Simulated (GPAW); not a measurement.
# Screening of a field by N/Mo(110), part 2 of 2

How does N/Mo(110) screen a perpendicular field?

GPAW 26.7.0; GPAW, PAW setups; slab in vacuum, relaxation (the session's first sound run).

So far, dipole along the normal (e·Å): step 2 (relaxing the atoms) -0.0609; step 3 (the slab's potential) -0.0612; step 4 (field on) -0.143; step 5 (In a field) -0.102.

### Step 6. In a field

The input, run.py:

```python
import json
import numpy as np
from ase import Atoms
from gpaw import GPAW, PW
from gpaw.external import ConstantElectricField

slab = Atoms(
    ['Mo', 'Mo', 'Mo', 'Mo', 'N'],
    positions=[
        [0.00000, 0.00000, 9.00000],
        [2.22739, -0.00000, 11.22739],
        [0.00000, 0.00000, 13.45890],
        [2.22739, -0.00000, 15.80914],
        [-0.00000, 0.00000, 16.85425]],
    cell=[[2.22739, -1.575, 0.0], [2.22739, 1.575, 0.0], [0.0, 0.0, 26.28898]],
    pbc=[True, True, False])

slab.calc = GPAW(mode=PW(500), xc='PBE', kpts={'size': (12, 12, 1), 'gamma': True},
                 occupations={'name': 'fermi-dirac', 'width': 0.1}, nbands='160%',
                 convergence={'density': 1e-05}, maxiter=200,
                 poissonsolver={'dipolelayer': 'xy'},
                 external=ConstantElectricField(-0.05, [0, 0, 1]),
                 symmetry={'tolerance': 1e-3}, txt='slab.txt')
result = {}
energy = slab.get_potential_energy()
fermi = slab.calc.get_fermi_level()
v = slab.calc.get_electrostatic_potential().mean((0, 1)) - fermi
n = slab.calc.get_pseudo_density().mean((0, 1))
L = slab.cell[2, 2]
z = np.arange(len(v)) * L / len(v)
low, high = slab.positions[:, 2].min(), slab.positions[:, 2].max()
below, above = np.interp([low - 6.8, high + 6.8], z, v)
slopes = [np.interp(x, z, np.gradient(v, z)) for x in (low - 6.8, high + 6.8)]
eps = np.array([[slab.calc.get_eigenvalues(k, s) for k in range(len(slab.calc.get_ibz_k_points()))]
                for s in range(slab.calc.get_number_of_spins())]) - fermi
top, bottom = eps[eps < 0].max(), eps[eps > 0].min()
dipole = slab.get_dipole_moment()[2]
print(f'energy {energy:.4f} eV, Fermi level {fermi:.4f} eV, dipole {dipole:.5f} e A')
print(f'potential 6.8 A off the faces, from the Fermi level: lower {below:.4f} eV, upper {above:.4f} eV')
print(f'slope of the potential there: lower {slopes[0]:.5f}, upper {slopes[1]:.5f} eV/A')
print(f'nearest levels on the mesh: {top:.4f} and {bottom:.4f} eV')
print('magnetic moment', round(slab.get_magnetic_moment(), 3))
result.update(energy=energy, fermi=fermi, dipole=dipole, below=below, above=above, slopes=slopes, edges=[top, bottom],
              z=z.tolist(), v=v.tolist(), n=n.tolist(), positions=slab.positions.tolist(),
              forces=slab.get_forces(apply_constraint=False).tolist(), moments=slab.get_magnetic_moments().tolist())
json.dump(result, open('result.json', 'w'))
```

Launch:

```console
OMP_NUM_THREADS=1 OPENBLAS_NUM_THREADS=1 python run.py
```

Log:

```text
energy -50.6029 eV, Fermi level 1.6019 eV, dipole -0.08183 e A
potential 6.8 A off the faces, from the Fermi level: lower 4.2581 eV, upper 6.3674 eV
slope of the potential there: lower -0.00005, upper 0.00072 eV/A
nearest levels on the mesh: -0.0004 and 0.0041 eV
magnetic moment 0.0
```

Run time: 9.8 min. Hardware: 1 thread of Arm Neoverse V2, shared host; peak memory 0.6 GiB.

### Step 7. In a field

run.py, as its differences from that of step 6:

```diff
@@ -21,3 +21,3 @@
                  poissonsolver={'dipolelayer': 'xy'},
-                 external=ConstantElectricField(-0.05, [0, 0, 1]),
+                 external=ConstantElectricField(0.05, [0, 0, 1]),
                  symmetry={'tolerance': 1e-3}, txt='slab.txt')
```

Log:

```text
energy -50.5967 eV, Fermi level 1.5493 eV, dipole -0.04076 e A
potential 6.8 A off the faces, from the Fermi level: lower 4.8755 eV, upper 5.9255 eV
slope of the potential there: lower -0.00005, upper 0.00075 eV/A
nearest levels on the mesh: -0.0055 and 0.0021 eV
magnetic moment 0.0
```

The job ended after 7.8 min (1 thread; peak memory 0.6 GiB).

### Step 8. Field on

run.py, as its differences from that of step 7:

```diff
@@ -21,3 +21,3 @@
                  poissonsolver={'dipolelayer': 'xy'},
-                 external=ConstantElectricField(0.05, [0, 0, 1]),
+                 external=ConstantElectricField(0.1, [0, 0, 1]),
                  symmetry={'tolerance': 1e-3}, txt='slab.txt')
```

Log:

```text
energy -50.5951 eV, Fermi level 1.5225 eV, dipole -0.02020 e A
potential 6.8 A off the faces, from the Fermi level: lower 5.1853 eV, upper 5.7050 eV
slope of the potential there: lower -0.00006, upper 0.00076 eV/A
nearest levels on the mesh: -0.0048 and 0.0034 eV
magnetic moment 0.0
```

The job ended after 7.3 min (1 thread; peak memory 0.6 GiB).

The dipole is now -0.0202 e Å, against -0.061 in the run without a field.

### Step 9. Field on

run.py, as its differences from that of step 8:

```diff
@@ -21,3 +21,3 @@
                  poissonsolver={'dipolelayer': 'xy'},
-                 external=ConstantElectricField(0.1, [0, 0, 1]),
+                 external=ConstantElectricField(0.2, [0, 0, 1]),
                  symmetry={'tolerance': 1e-3}, txt='slab.txt')
```

Log:

```text
energy -50.5951 eV, Fermi level 1.4684 eV, dipole 0.02100 e A
potential 6.8 A off the faces, from the Fermi level: lower 5.8072 eV, upper 5.2642 eV
slope of the potential there: lower -0.00007, upper 0.00079 eV/A
nearest levels on the mesh: -0.0036 and 0.0057 eV
magnetic moment 0.0
```

Wall time 8.2 min (1 thread); peak memory 0.6 GiB.

The dipole is now 0.0210 e Å, against -0.061 in the run without a field.

### Step 10. Field on

run.py, as its differences from that of step 9:

```diff
@@ -21,3 +21,3 @@
                  poissonsolver={'dipolelayer': 'xy'},
-                 external=ConstantElectricField(0.2, [0, 0, 1]),
+                 external=ConstantElectricField(0.3, [0, 0, 1]),
                  symmetry={'tolerance': 1e-3}, txt='slab.txt')
```

Log:

```text
energy -50.5992 eV, Fermi level 1.4133 eV, dipole 0.06234 e A
potential 6.8 A off the faces, from the Fermi level: lower 6.4328 eV, upper 4.8236 eV
slope of the potential there: lower -0.00008, upper 0.00082 eV/A
nearest levels on the mesh: -0.0025 and 0.0063 eV
magnetic moment 0.0
```

Elapsed: 8.5 min, on 1 thread; peak memory 0.6 GiB.

The dipole is now 0.0623 e Å, against -0.061 in the run without a field.

### Step 11. The series

The members are put on one axis.

This step: induced dipole against applied field (GPAW 26.7.0).

Dipole along the normal against field:

```
field (V/Å)  dipole along the normal (e·Å)
     -0.200                         -0.143
     -0.100                         -0.102
     -0.050                        -0.0818
      0.000                        -0.0612
      0.050                        -0.0408
      0.100                        -0.0202
      0.200                         0.0210
      0.300                         0.0623
```

### Step 12. A changed run

One more run, with changed settings.

This step: GPAW, PAW setups; slab in vacuum (GPAW 26.7.0).

run.py, as its differences from that of step 10:

```diff
@@ -4,3 +4,2 @@
 from gpaw import GPAW, PW
-from gpaw.external import ConstantElectricField
 
@@ -19,5 +18,4 @@
                  occupations={'name': 'fermi-dirac', 'width': 0.1}, nbands='160%',
-                 convergence={'density': 1e-05}, maxiter=200,
+                 convergence={'density': 1e-05}, maxiter=50,
                  poissonsolver={'dipolelayer': 'xy'},
-                 external=ConstantElectricField(0.3, [0, 0, 1]),
                  symmetry={'tolerance': 1e-3}, txt='slab.txt')
@@ -31,4 +29,4 @@
 low, high = slab.positions[:, 2].min(), slab.positions[:, 2].max()
-below, above = np.interp([low - 6.8, high + 6.8], z, v)
-slopes = [np.interp(x, z, np.gradient(v, z)) for x in (low - 6.8, high + 6.8)]
+below, above = np.interp([low - 1.0, high + 1.0], z, v)
+slopes = [np.interp(x, z, np.gradient(v, z)) for x in (low - 1.0, high + 1.0)]
 eps = np.array([[slab.calc.get_eigenvalues(k, s) for k in range(len(slab.calc.get_ibz_k_points()))]
@@ -38,3 +36,3 @@
 print(f'energy {energy:.4f} eV, Fermi level {fermi:.4f} eV, dipole {dipole:.5f} e A')
-print(f'potential 6.8 A off the faces, from the Fermi level: lower {below:.4f} eV, upper {above:.4f} eV')
+print(f'potential 1.0 A off the faces, from the Fermi level: lower {below:.4f} eV, upper {above:.4f} eV')
 print(f'slope of the potential there: lower {slopes[0]:.5f}, upper {slopes[1]:.5f} eV/A')
```

Log:

```text
energy -50.5993 eV, Fermi level 1.5757 eV, dipole -0.06118 e A
potential 1.0 A off the faces, from the Fermi level: lower -1.1824 eV, upper 5.1520 eV
slope of the potential there: lower -13.52611, upper 3.59637 eV/A
nearest levels on the mesh: -0.0060 and 0.0009 eV
magnetic moment 0.0
```

Wall time 4.7 min (1 thread); peak memory 0.38 GiB.

The run finished. A setting was moved off its sound value on purpose, so it serves as a test and not as the result.

The fault put into the input: the potential probed 1 A off the face (probe = 1.0).

### Step 13. Results

| Quantity | Value |
| --- | --- |
| work function, upper and lower face | 6.146 and 4.566 eV |
| dipole along the normal | -0.0612 e Å |
| induced dipole per field | 0.411 e Å per V/Å |
| out-of-plane polarisability per area, α/(ε0 A) | 10.6 Å |

The field induces 0.411 e Å per V/Å, a polarisable thickness α/(ε0 A) of 10.6 Å beside 7.85 Å between the outermost nuclei. A perfect conductor would give the distance between its two image planes; a dielectric of thickness t gives t(1 - 1/ε). The two faces differ by 1.6 eV, the step that the slab's dipole makes (e p/(ε0 A) gives 1.6 eV), so the dipole layer is needed. The induced dipole is linear in the field over this range. The cell of 7.02 Å² holds one N, started on one chosen site; other sites and coverages weren't tried. The in-plane lattice was kept as typed, which isn't the functional's own and leaves some strain; spin-orbit coupling and temperature are left out.

[Logs are printed without paths, hosts, clocks, repeated set-up lines and the standing remarks that a program may print on its own settings, such as how far it seeks lower states.]

[Hosts, paths, dates, database ids (printed as entryN), source tags and the programs' standing remarks are cut or masked in the printed files.]
